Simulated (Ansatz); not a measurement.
# ZrPbSe3 (model cell, started as cubic perovskite with Zr in the octahedra): following an unstable mode

Aim: this structure of ZrPbSe3 (model cell, started as cubic perovskite with Zr in the octahedra) is to be tested for unstable modes, and one is followed downhill.

Main program and level: Ansatz 0.2.0; DFT LDA, scalar-relativistic, plane waves, PAW; PAW set soft_1.

This is a report of a sequence of runs, with most program output left out.

The structure was built from a prototype and need not be the compound's stable phase.

In doubt: the program warns that the response may not be converged on this k-mesh (step 8), which bears on the force constants and all frequencies.

### Step 1. The starting structure

It takes space group Pm-3m (No. 221, cubic). The conventional cell has a = 5.116 Å, b = 5.116 Å, c = 5.116 Å, α = 90.00°, β = 90.00°, γ = 90.00°. Pb has 12 Se at 3.62 Å nearest. Zr has 6 Se at 2.56 Å nearest. Nearest to Se lie 2 Zr at 2.56 Å. Farther neighbours and most contacts between anions are not listed.

### Step 2. The dispersion

The cell comes from relaxations at this level that are not shown. Stability and thermal properties need the whole zone. Linear response on a 2×2×2 q mesh gives force constants as far as a supercell of that size would.

File input.yaml:

```yaml
crystal:
  lattice:
    - [5.1163184678, 0.0, 0.0]
    - [0.0, 5.1163184678, 0.0]
    - [0.0, 0.0, 5.1163184678]
  atoms:
    - { symbol: Pb, position: [0.0, 0.0, 0.0] }
    - { symbol: Zr, position: [0.5, 0.5, 0.5] }
    - { symbol: Se, position: [0.5, 0.5, 0.0] }
    - { symbol: Se, position: [0.5, 0.0, 0.5] }
    - { symbol: Se, position: [0.0, 0.5, 0.5] }
kpoints:
  mp_grid: { grid: [8, 8, 8] }
hamiltonian:
  xc: lda
  pseudopotentials: { kind: paw, azcp: { folder: soft_1 }, xc_functional: pbe }
scf:
  occupations: { method: methfessel_paxton, width: 0.2 }
output:
  eigenvalues: true
phonons:
  method: dfpt
  qmesh: [2, 2, 2]
  temperatures: { t_max: 1000, t_step: 50 }
  qpath:
    path:
      - [[0.0, 0.0, 0.0], [0.0, 0.5, 0.0], [0.5, 0.5, 0.0], [0.0, 0.0, 0.0], [0.5, 0.5, 0.5], [0.0, 0.5, 0.0]]
      - [[0.5, 0.5, 0.5], [0.5, 0.5, 0.0]]
    npoints: 10
```

Command:

```
> ansatz run input.yaml --threads 4 --pin off --max-ram 16384MiB --backend cpu --events-out ev --progress --plain --runs-dir out
```

It took 8.8 min on 4 threads of Arm Neoverse V1, shared host; peak memory 2 GiB; 35 min of CPU time.

Numbers from this step:

```
volume per atom                                         : 26.79 Å³
gap on the k-mesh                                       : 0 eV
sum-rule residual before enforcement                    : 1.71e-4 eV/Å²
lowest frequency on the path                            : -125.1 cm⁻¹
point group                                             : m-3m
highest frequency on the path or at a solved wavevector : 292.3 cm⁻¹
highest optical mode at the zone centre (no LO-TO term) : 254.6 cm⁻¹
lowest optical zone-centre mode                         : -93.56 cm⁻¹
lowest mode on the q mesh (acoustic modes at Γ apart)   : -125.1 cm⁻¹
```

Frequencies (cm⁻¹) solved at each irreducible wavevector; negative means imaginary. Frequencies by wavevector, by row:

| q in reciprocal lattice units | star | mode 1 | mode 2 | mode 3 | mode 4 | mode 13 | mode 14 | mode 15 |
| --- | --- | --- | --- | --- | --- | --- | --- | --- |
| 0 0 0 | 1 | -93.6 | -93.6 | -93.6 | -84.4 | 254.6 | 254.6 | 254.6 |
| 0 0 -0.5 | 3 | -79.7 | -79.7 | -69.6 | -69.6 | 258.1 | 258.1 | 264.7 |
| 0 -0.5 -0.5 | 3 | -125.1 | -81.2 | -81.2 | -46.6 | 196.6 | 260.4 | 278.9 |
| -0.5 -0.5 -0.5 | 1 | -121.4 | -121.4 | -121.4 | -67.1 | 198 | 198 | 290.5 |

Interpolated from a 2×2×2 q mesh. Phonon branches along the path, in cm⁻¹:

| point | branch 1 | branch 2 | branch 3 | branch 4 | branch 12 | branch 13 | branch 14 | branch 15 |
| --- | --- | --- | --- | --- | --- | --- | --- | --- |
| Γ | -94 | -94 | -94 | -84 | 0 | 255 | 255 | 255 |
| halfway | -87 | -87 | -77 | -73 | 131 | 256 | 256 | 261 |
| X | -80 | -80 | -70 | -70 | 200 | 258 | 258 | 265 |
| halfway | -105 | -77 | -75 | -61 | 198 | 225 | 259 | 278 |
| M | -125 | -81 | -81 | -47 | 197 | 197 | 260 | 279 |
| halfway | -96 | -80 | -75 | -70 | 134 | 241 | 258 | 274 |
| Γ | -94 | -94 | -94 | -84 | 0 | 255 | 255 | 255 |
| halfway | -99 | -90 | -90 | -64 | 139 | 238 | 238 | 286 |
| R | -121 | -121 | -121 | -67 | 198 | 198 | 198 | 290 |
| halfway | -107 | -97 | -91 | -66 | 198 | 212 | 235 | 290 |
| X | -80 | -80 | -70 | -70 | 200 | 258 | 258 | 265 |
| jump to R | -121 | -121 | -121 | -67 | 198 | 198 | 198 | 290 |
| halfway | -123 | -101 | -101 | -65 | 197 | 197 | 221 | 291 |
| M | -125 | -81 | -81 | -47 | 197 | 197 | 260 | 279 |

Symmetry leaves 4 wavevectors to solve. The lowest mode among them, the acoustic zeros apart, lies at q = (0, -0.5, -0.5) and is imaginary, 125.1i cm⁻¹, so the energy falls along it.

### Step 3. The mode frozen in, largest atomic shift 0 Å

The mode followed lies at q = (-0.5, -0.5, -0.5) with frequency 121.4i cm⁻¹ and is 3-fold degenerate, one of the unstable modes though not the softest. At small amplitude the distorted cell has space group no. 167 by a symmetry search on the positions. The undistorted cell that holds it gives the zero of energy on the same k mesh.

System of this step: ZrPbSe3 (model cell, started as cubic perovskite with Zr in the octahedra). Symmetry: Pm-3m, No. 221, cubic system. The conventional cell has a = 5.116 Å, b = 5.116 Å, c = 5.116 Å, α = 90.00°, β = 90.00°, γ = 90.00°. Nearest to Pb lie 12 Se at 3.62 Å. Nearest to Zr lie 6 Se at 2.56 Å. Se has 2 Zr at 2.56 Å nearest. Farther neighbours and most contacts between anions are not listed.

input.yaml, the sections that differ from step 2:

```yaml
crystal:
  lattice:
    - [5.1163184678, 5.1163184678, 0.0]
    - [5.1163184678, 0.0, 5.1163184678]
    - [5.1163184678, 0.0, -5.1163184678]
  atoms:
    - { symbol: Pb, position: [0.0, 0.5, 0.5] }
    - { symbol: Pb, position: [0.0, 0.0, 0.0] }
    - { symbol: Zr, position: [0.5, 0.25, 0.75] }
    - { symbol: Zr, position: [0.5, 0.75, 0.25] }
    - { symbol: Se, position: [0.5, 0.0, 1.0] }
    - { symbol: Se, position: [0.5, 0.5, 0.5] }
    - { symbol: Se, position: [0.0, 0.5, 0.0] }
    - { symbol: Se, position: [0.0, 0.0, 0.5] }
    - { symbol: Se, position: [0.5, 0.5, 0.0] }
    - { symbol: Se, position: [0.5, 0.0, 0.5] }
output:
  forces: true
  stress: true
  eigenvalues: true
# kpoints, hamiltonian, scf: as in step 2
# phonons: removed
```

It took 15 s on 4 threads; peak memory 1.1 GiB; 60 s of CPU time.

Numbers from this step:

```
pressure                         : 0.02712 GPa
energy from the undistorted cell : 0 meV/atom
```

The run ends at a pressure of 0.03 GPa.

### Step 4. The mode frozen in, largest atomic shift 0.6 Å

The atoms are moved along the unstable eigenvector, the largest shift by 0.6 Å, with the cell fixed.

input.yaml, the sections that differ from step 3:

```yaml
crystal:
  lattice:
    - [5.1163184678, 5.1163184678, 0.0]
    - [5.1163184678, 0.0, 5.1163184678]
    - [5.1163184678, 0.0, -5.1163184678]
  atoms:
    - { symbol: Pb, position: [0.0, 0.5, 0.5] }
    - { symbol: Pb, position: [0.0, 0.0, 0.0] }
    - { symbol: Zr, position: [0.5, 0.25, 0.75] }
    - { symbol: Zr, position: [0.5, 0.75, 0.25] }
    - { symbol: Se, position: [0.4170762979, 0.0, 1.0] }
    - { symbol: Se, position: [0.5829237021, 0.5, 0.5] }
    - { symbol: Se, position: [0.0, 0.5829237021, 0.0] }
    - { symbol: Se, position: [0.0, -0.0829237021, 0.5] }
    - { symbol: Se, position: [0.5829237021, 0.4170762979, 0.0] }
    - { symbol: Se, position: [0.4170762979, 0.0829237021, 0.5] }
# kpoints, hamiltonian, scf, output: as in step 3
```

The job ended after 33 s (4 threads; peak memory 1.5 GiB; 2.2 min of CPU time).

This step gave:

- pressure: -2.344 GPa
- gap on the k-mesh: 0.5674 eV
- energy from the undistorted cell: -198.1 meV/atom

The energy, extrapolated to zero smearing, is -198.07 meV/atom against the undistorted cell.

The run ends at a pressure of -2.34 GPa, with forces up to 0.33 eV/Å.

### Step 5. Energy along the mode, all amplitudes (two of the runs are shown above)

An imaginary frequency means negative curvature, so the energy should fall and then rise again as anharmonic terms take over.

This step gave:

* depth at the lowest point sampled: 198.1 meV/atom
* largest atomic shift at that point: 0.6 Å

Energy from the parent against largest atomic shift:

| largest atomic shift (Å) | energy from the parent (meV/atom) |
| --- | --- |
| 0.000 | 0 |
| 0.040 | -2.14 |
| 0.080 | -8.23 |
| 0.140 | -23.3 |
| 0.220 | -51.4 |
| 0.320 | -94.0 |
| 0.450 | -151 |
| 0.600 | -198 |

Displacement at unit largest shift by atom:

| atom | x (Å) | y (Å) | z (Å) | size |
| --- | --- | --- | --- | --- |
| Pb1 | 0.000 | 0.000 | 0.000 | 0.000 |
| Pb2 | 0.000 | 0.000 | 0.000 | 0.000 |
| Zr3 | 0.000 | 0.000 | 0.000 | 0.000 |
| Zr4 | 0.000 | 0.000 | 0.000 | 0.000 |
| Se5 | -0.707 | -0.707 | 0.000 | 1.000 |
| Se6 | 0.707 | 0.707 | 0.000 | 1.000 |
| Se7 | 0.707 | 0.000 | 0.707 | 1.000 |
| Se8 | -0.707 | 0.000 | -0.707 | 1.000 |
| Se9 | 0.000 | 0.707 | -0.707 | 1.000 |
| Se10 | 0.000 | -0.707 | 0.707 | 1.000 |

The lowest of the steps tried is the last one, at 0.6 Å, 198 meV/atom below the parent; the bottom of the well need not coincide with a step.

### Step 6. Relaxing from the distorted cell

Starting from the lowest point found, all atoms and the cell are let go, so that strain and other modes of the same symmetry can join in.

input.yaml: that of step 4 with these lines changed.

```diff
@@ -27 +27,6 @@
   eigenvalues: true
+relax:
+  adjacent_minimum: "off"
+  f_tol: 0.002
+  max_steps: 120
+  cell: { stress_tol: 0.03 }
```

Wall time 2.9 min (4 threads); peak memory 1.5 GiB.

Step by step:

| step | energy less that of the first step (eV) | largest force component (eV/Å) | pressure (GPa) | volume (Å³) |
| --- | --- | --- | --- | --- |
| 1 | 0.0000 | 0.2354 | -2.34 | 267.86 |
| 2 | -0.2538 | 0.0206 | 1.05 | 252.22 |
| 3 | -0.2780 | 0.0192 | -0.22 | 254.93 |
| 4 | -0.2790 | 0.0003 | -0.02 | 254.38 |
| 5* | -0.2775 | 0.0003 | -0.02 | 254.38 |

Relaxation steps marked * repeat the geometry before them on a plane-wave basis chosen anew for their cell, so energy and pressure can jump there.

The run keeps the 12 symmetry operations that it works with, so distortions that break them were not tested.

| conventional cell, symmetrised | before | after | change |
| --- | --- | --- | --- |
| a (Å) | 7.236 | 7.278 | +0.6 % |
| b (Å) | 7.236 | 7.278 | +0.6 % |
| c (Å) | 17.723 | 16.635 | -6.1 % |
| volume (Å³/atom) | 26.79 | 25.44 | -5.0 % |

The atoms that moved most (Å, as changes of fractional coordinates times the final cell):

| atom | dx | dy | dz | length |
| --- | --- | --- | --- | --- |
| Se8 | -0.087 | 0.000 | -0.087 | 0.123 |
| Se7 | 0.087 | 0.000 | 0.087 | 0.123 |
| Se5 | -0.087 | -0.087 | 0.000 | 0.123 |
| Se9 | 0.000 | 0.087 | -0.087 | 0.123 |
| Se10 | 0.000 | -0.087 | 0.087 | 0.123 |
| Se6 | 0.087 | 0.087 | 0.000 | 0.123 |

This step gave:

```
pressure          : -0.02123 GPa
volume per atom   : 25.44 Å³
gap on the k-mesh : 0.4748 eV
```

The distorted start has space group R-3c; the relaxation ends in R-3c.

### Step 7. The new phase in its own primitive cell

The relaxed structure is symmetrised, reduced to its primitive cell and relaxed tightly, as its phonons need.

File input.yaml:

```yaml
crystal:
  lattice:
    - [3.6391365187, 2.1010564487, 5.5450107405]
    - [-3.6391365187, 2.1010564487, 5.5450107405]
    - [0.0, -4.2021128974, 5.5450107405]
  atoms:
    - { symbol: Pb, position: [0.25, 0.25, 0.25] }
    - { symbol: Pb, position: [0.75, 0.75, 0.75] }
    - { symbol: Zr, position: [0.5, 0.5, 0.5] }
    - { symbol: Zr, position: [0.0, 0.0, 0.0] }
    - { symbol: Se, position: [0.1502155664, 0.75, 0.3497844336] }
    - { symbol: Se, position: [0.8497844336, 0.25, 0.6502155664] }
    - { symbol: Se, position: [0.3497844336, 0.1502155664, 0.75] }
    - { symbol: Se, position: [0.6502155664, 0.8497844336, 0.25] }
    - { symbol: Se, position: [0.75, 0.3497844336, 0.1502155664] }
    - { symbol: Se, position: [0.25, 0.6502155664, 0.8497844336] }
kpoints:
  mp_grid: { grid: [6, 6, 6] }
hamiltonian:
  xc: lda
  pseudopotentials: { kind: paw, azcp: { folder: soft_1 }, xc_functional: pbe }
scf:
  occupations: { method: fixed }
output:
  forces: true
  stress: true
  eigenvalues: true
relax:
  adjacent_minimum: "off"
  f_tol: 0.001
  max_steps: 60
  cell: { stress_tol: 0.01 }
```

The job ended after 57 s (4 threads; peak memory 1.1 GiB; 3.7 min of CPU time).

Little changed from the start: no atom moved by 0.005 Å and no cell edge by 0.1 %.

Numbers from this step:

- pressure: -2.22e-4 GPa
- gap on the k-mesh: 0.4719 eV
- volume per atom: 25.43 Å³
- direct gap on mesh: 0.6180 eV

The largest force component left is 0.11 meV/Å and the pressure is 0.000 GPa, within the tolerances set. The cell now holds 25.43 Å³/atom.

### Step 8. Modes of the new phase, k-mesh 6×6×6, occupations fixed

A relaxed structure may still be a saddle point, so its zone-centre modes are computed. The response to a homogeneous field gives the Born charges and the dielectric tensor.

File input.yaml:

```yaml
crystal:
  lattice:
    - [3.6391869055, 2.1010855395, 5.5430631681]
    - [-3.6391869055, 2.1010855395, 5.5430631681]
    - [0.0, -4.2021710791, 5.5430631681]
  atoms:
    - { symbol: Pb, position: [0.25, 0.25, 0.25] }
    - { symbol: Pb, position: [0.75, 0.75, 0.75] }
    - { symbol: Zr, position: [0.5, 0.5, 0.5] }
    - { symbol: Zr, position: [0.0, 0.0, 0.0] }
    - { symbol: Se, position: [0.150147878, 0.75, 0.349852122] }
    - { symbol: Se, position: [0.849852122, 0.25, 0.650147878] }
    - { symbol: Se, position: [0.349852122, 0.150147878, 0.75] }
    - { symbol: Se, position: [0.650147878, 0.849852122, 0.25] }
    - { symbol: Se, position: [0.75, 0.349852122, 0.150147878] }
    - { symbol: Se, position: [0.25, 0.650147878, 0.849852122] }
kpoints:
  mp_grid: { grid: [6, 6, 6] }
hamiltonian:
  xc: lda
  pseudopotentials: { kind: paw, azcp: { folder: soft_1 }, xc_functional: pbe }
scf:
  occupations: { method: fixed }
output:
  eigenvalues: true
phonons:
  method: dfpt
  dielectric: true
  rigid_motions: translations
```

Wall time 23 min (4 threads); peak memory 8.6 GiB.

Numbers from this step:

```yaml
sum_rule_residual_before_enforcement: 1.73e-4 eV/Å²
miss_of_the_charge_sum_rule: 0.07063 e
estimated_error_of_the_dielectric_tensor: 0.6859
estimated_error_of_the_born_charges: 0.3382 e
point_group: -3m
highest_optical_mode_at_the_zone_centre_no_lo_to_term: 252.3 cm⁻¹
lowest_optical_zone_centre_mode: -59.21 cm⁻¹
mean_high_frequency_dielectric_constant: 20.90
largest_born_charge_third_of_the_trace: 8.848 e
top_of_the_zone_centre_spectrum_with_the_field: 263.0 cm⁻¹
```

Patterns of degenerate modes are one choice out of their space. The modes at Γ (shares of kinetic energy by element, %) (negative means imaginary):

| mode | frequency (cm⁻¹) | symmetry | Pb % | Zr % | Se % |
| --- | --- | --- | --- | --- | --- |
| 1 | -59.2 | A2u | 58 | 3 | 39 |
| 2 | -44.5 | A2g | 99 | 0 | 1 |
| 3 | -43.0 | Eu | 18 | 7 | 75 |
| 4 | -43.0 | Eu | 18 | 7 | 75 |
| 5 | -29.4 | Eg | 29 | 0 | 71 |
| 6 | -29.4 | Eg | 29 | 0 | 71 |
| 7 | 0.0 | acoustic | 39 | 17 | 44 |
| 8 | 0.0 | acoustic | 39 | 17 | 44 |
| 9 | 0.0 | acoustic | 39 | 17 | 44 |
| 10 | 45.5 | A2u | 3 | 59 | 38 |
| 11 | 54.9 | Eu | 6 | 54 | 40 |
| 12 | 54.9 | Eu | 6 | 54 | 40 |
| 13 | 68.0 | Eg | 61 | 0 | 39 |
| 14 | 68.0 | Eg | 61 | 0 | 39 |
| 15 | 82.7 | A2g | 1 | 0 | 99 |
| 16 | 103.8 | Eu | 36 | 2 | 62 |
| 17 | 103.8 | Eu | 36 | 2 | 62 |
| 18 | 130.2 | A1g | 0 | 0 | 100 |
| 19 | 133.7 | A1u | 0 | 8 | 92 |
| 20 | 134.2 | Eg | 10 | 0 | 90 |
| 21 | 134.2 | Eg | 10 | 0 | 90 |
| 22 | 178.2 | A2u | 0 | 21 | 79 |
| 23 | 178.3 | A1u | 0 | 92 | 8 |
| 24 | 193.4 | Eg | 0 | 0 | 100 |
| 25 | 193.4 | Eg | 0 | 0 | 100 |
| 26 | 194.2 | Eu | 0 | 97 | 2 |
| 27 | 194.2 | Eu | 0 | 97 | 2 |
| 28 | 214.8 | Eu | 0 | 23 | 77 |
| 29 | 214.8 | Eu | 0 | 23 | 77 |
| 30 | 252.3 | A2g | 0 | 0 | 100 |

Displacements in mode 1 (-59.2 cm⁻¹), the largest set to 1:
```
Pb1  0.00  0.00  1.00
Pb2  0.00  0.00  1.00
Zr3  0.00  0.00 -0.34
Zr4  0.00  0.00 -0.34
Se5  0.16 -0.09 -0.74
Se6  0.16 -0.09 -0.74
Se7  0.00  0.18 -0.74
Se8  0.00  0.18 -0.74
Se9 -0.16 -0.09 -0.74
Se10-0.16 -0.09 -0.74
```

Displacements in mode 5 (-29.4 cm⁻¹), the largest set to 1:
```
Pb1 -0.06  0.62  0.00
Pb2  0.06 -0.62  0.00
Zr3  0.00  0.00  0.00
Zr4  0.00  0.00  0.00
Se5  0.17 -0.52 -0.59
Se6 -0.17  0.52  0.59
Se7  0.05 -0.69  1.00
Se8 -0.05  0.69 -1.00
Se9 -0.04 -0.49 -0.41
Se10 0.04  0.49  0.41
```

High-frequency dielectric tensor, which the program warns is not settled by the k meshes in reach. Tensor:

|  | x | y | z |
| --- | --- | --- | --- |
| x | 22.2 | 0 | 0 |
| y | 0 | 22.2 | 0 |
| z | 0 | 0 | 18.31 |

Optical modes at the zone centre, without and with the macroscopic field of the longitudinal modes; each column is sorted by frequency, so a row need not hold one and the same mode. Modes with and without the field, by row:

| rank among optical modes | no field (cm⁻¹) | q along (1, 0, 0) (cm⁻¹) | q along (0, 0, 1) (cm⁻¹) |
| --- | --- | --- | --- |
| 1 | -59.2 | -59.2 | -49.4 |
| 2 | -44.5 | -44.5 | -44.5 |
| 3 | -43 | -43 | -43 |
| 4 | -43 | -42.6 | -43 |
| 5 | -29.4 | -29.4 | -29.4 |
| 6 | -29.4 | -29.4 | -29.4 |
| 7 | 45.5 | 45.5 | 54.9 |
| 8 | 54.9 | 54.9 | 54.9 |
| 9 | 54.9 | 68 | 68 |
| 10 | 68 | 68 | 68 |
| 11 | 68 | 70.3 | 79.3 |
| 12 | 82.7 | 82.7 | 82.7 |
| 13 | 103.8 | 103.8 | 103.8 |
| 14 | 103.8 | 130.2 | 103.8 |
| 15 | 130.2 | 133.7 | 130.2 |
| 16 | 133.7 | 134.2 | 133.7 |
| 17 | 134.2 | 134.2 | 134.2 |
| 18 | 134.2 | 140.3 | 134.2 |
| 19 | 178.2 | 178.2 | 178.3 |
| 20 | 178.3 | 178.3 | 193.4 |
| 21 | 193.4 | 193.4 | 193.4 |
| 22 | 193.4 | 193.4 | 194.2 |
| 23 | 194.2 | 194.2 | 194.2 |
| 24 | 194.2 | 195.4 | 214.8 |
| 25 | 214.8 | 214.8 | 214.8 |
| 26 | 214.8 | 252.3 | 238.6 |
| 27 | 252.3 | 263 | 252.3 |

Born charge (rows field, columns displacement) (e), principal values of the symmetric part by kind of site:

| atom | atoms with these values | low | middle | high | mean |
| --- | --- | --- | --- | --- | --- |
| Pb1 | 2 | 3.16 | 4.51 | 4.51 | 4.06 |
| Zr3 | 2 | 7.76 | 9.39 | 9.39 | 8.85 |
| Se5 | 6 | -6.88 | -3.86 | -2.17 | -4.30 |

In full for Zr3:

```
 9.39  0.25  0.00
-0.25  9.39  0.00
 0.00  0.00  7.76
```

Transverse modes; imaginary modes are left out. Infrared lines, with heights relative to the strongest:

| position (cm⁻¹) | lines merged | relative intensity |
| --- | --- | --- |
| 46 | 1 | 17 |
| 55 | 1 | 41 |
| 68 | 1 | 0.0 |
| 83 | 1 | 0.0 |
| 104 | 1 | 72 |
| 130 | 1 | 0.0 |
| 134 | 2 | 0.0 |
| 178 | 2 | 56 |
| 193 | 1 | 0.0 |
| 194 | 1 | 7.2 |
| 215 | 1 | 100 |
| 252 | 1 | 0.0 |

Before it was imposed, the acoustic sum rule was missed by 1.7e-4 eV/Å² and the charge sum rule by 0.071 e. The charge miss is large and points to the mesh or the basis. The lowest optical mode is imaginary, 59.2i cm⁻¹, so the energy falls along it.

The log warns of the k mesh: “the force constants stand on the 6×6×6 k-mesh, whose period is 10.38 times the interband length at k = (0.0000, -0.5000, -0.5000), direct gap 0.648 eV, under 14: take them and everything formed from them as unconverged”.

### Step 9. Summary of results

| Property | Result |
| --- | --- |
| unstable mode of the parent | q = (-0.5, -0.5, -0.5), 121i cm⁻¹ |
| depth at the lowest point sampled | 198 meV/atom |
| largest atomic shift at that point | 0.6 Å |
| space group reached (within 0.01 Å) | R-3c |
| energy gained over the parent (first relaxation, on the mesh of the frozen mode) | 226 meV/atom |
| volume per atom, phase reached | 25.4 Å³ |
| gap on the k-mesh, phase reached | 0.472 eV |
| lowest optical zone-centre mode, phase reached | -59.2 cm⁻¹ |
| highest optical mode at the zone centre (no LO-TO term), phase reached | 252 cm⁻¹ |

Along this mode the structure falls into R-3c, 226 meV/atom below the parent. At the parent's cell the well is 198.1 meV/atom deep on the steps tried, with its lowest point at a shift of 0.6 Å. That is the last step tried, so the steps alone don't bracket the bottom of the well. Relaxing atoms and cell changes the gain by +27.76 meV/atom against the lowest step (energies at zero smearing). The new phase still has an imaginary mode at the zone centre of its cell, so it is a saddle point on the way to a lower structure. Of the 4 patterns followed to their end from this parent, this one ends 22.1 meV/atom above the lowest, Imma. Each path keeps the symmetry of its pattern, so a lower phase may lie along a pattern not tried. With the field response the log warns that the k mesh is coarse for the force constants too, so the frequencies may not be converged. With no gap, or one that is small against the smearing, the frequencies hang on the k mesh and the smearing, most of all near Kohn anomalies. In at least one run the field response is not settled by the k meshes in reach, so its dielectric tensor, Born charges and longitudinal modes are rough. A semilocal functional can close a gap that the real compound would have, so the metallic treatment may be an artefact of the level. Spin-orbit coupling is left out, which can matter for the heavy elements here. The PAW files were made for PBE and serve the other functionals too. The starting cell was built on a prototype and not taken from a measurement, so the phase need not exist.

[Logs are printed without paths, hosts, clocks, repeated set-up lines and the standing remarks that a program may print on its own settings, such as how far it seeks lower states.]

[Hosts, paths, dates, database ids (printed as entryN), source tags and the programs' standing remarks are cut or masked in the printed files.]
